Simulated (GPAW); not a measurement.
## ZnS (F-43m): refractive index against wavelength

The refractive index of ZnS (F-43m) below the direct gap (2.10 eV on the mesh) is read from one computed spectrum, n = √(Re ε).

The structure is cubic, space group F-43m (No. 216). The conventional cell has a = 5.404 Å, b = 5.404 Å, c = 5.404 Å, α = 90.00°, β = 90.00°, γ = 90.00°. Zn on site c is surrounded by 4 S at 2.34 Å. Around S on site a lie 4 Zn at 2.34 Å.

Method: GPAW 26.7.0, PBE, RPA, k-mesh 11×11×11, local fields up to 50 eV, Lorentzian half width 0.12 eV.

Launch of the response step: `OMP_NUM_THREADS=1 python df.py`. The run took 2.2 min, its band step included, on 1 thread of Arm Neoverse V1, with other jobs on the host.

```
wavelength (nm)  photon energy E (eV)       n
           3000                 0.413  2.3807
           2000                 0.620  2.3885
           1550                 0.800  2.3982
           1310                 0.946  2.4082
           1064                 1.165  2.4275
            850                 1.459       ?
```

In the single-oscillator model n² − 1 = E₀E_d/(E₀² − E²), so 1/(n² − 1) = E₀/E_d − E²/(E₀E_d) is linear in E².

Working, on the rows shown:

| x = E² (eV²) | y = 1/(n² − 1) |
| --- | --- |
| 0.170801 | 0.214237 |
| 0.384302 | 0.212543 |
| 0.639837 | 0.210466 |
| 0.895757 | 0.208358 |
| 1.35784 | 0.204384 |

Means: x̄ = 0.68971, ȳ = 0.21. Σ(x − x̄)(y − ȳ) = -0.007089, Σ(x − x̄)² = 0.8539. Slope = -0.007089 / 0.8539 = -0.008302; intercept = ȳ − slope · x̄ = 0.21572. Turned back into n, the line misses the rows shown by at most 0.00034.

Problem. What does the fit predict for the withheld row, and how well does it do?

Solution. At x = 2.1276 the line gives y = 0.19806, that is 2.4595. The run gave 2.4634, so the extrapolation is off by 0.0039, 5 % of the range in the table.

Refitted with all rows, the slope is -0.008654 and the intercept 0.21592. These give E₀ = √(intercept/−slope) = 5.00 eV and E_d = E₀/intercept = 23.1 eV; E₀ is 2.4 times the direct gap. The electronic limit at long wavelengths, without lattice vibrations, is n = √(1 + 1/intercept) = 2.373. The cell comes from an older database entry, whose edges can be off by a per cent or so. Excitons are left out; PBE gaps are as a rule too small. The values come from a sum over the points of one k-mesh and carry its error, which grows as the direct gap shrinks.

[Logs are printed without paths, hosts, clocks, repeated set-up lines and the standing remarks that a program may print on its own settings, such as how far it seeks lower states.]
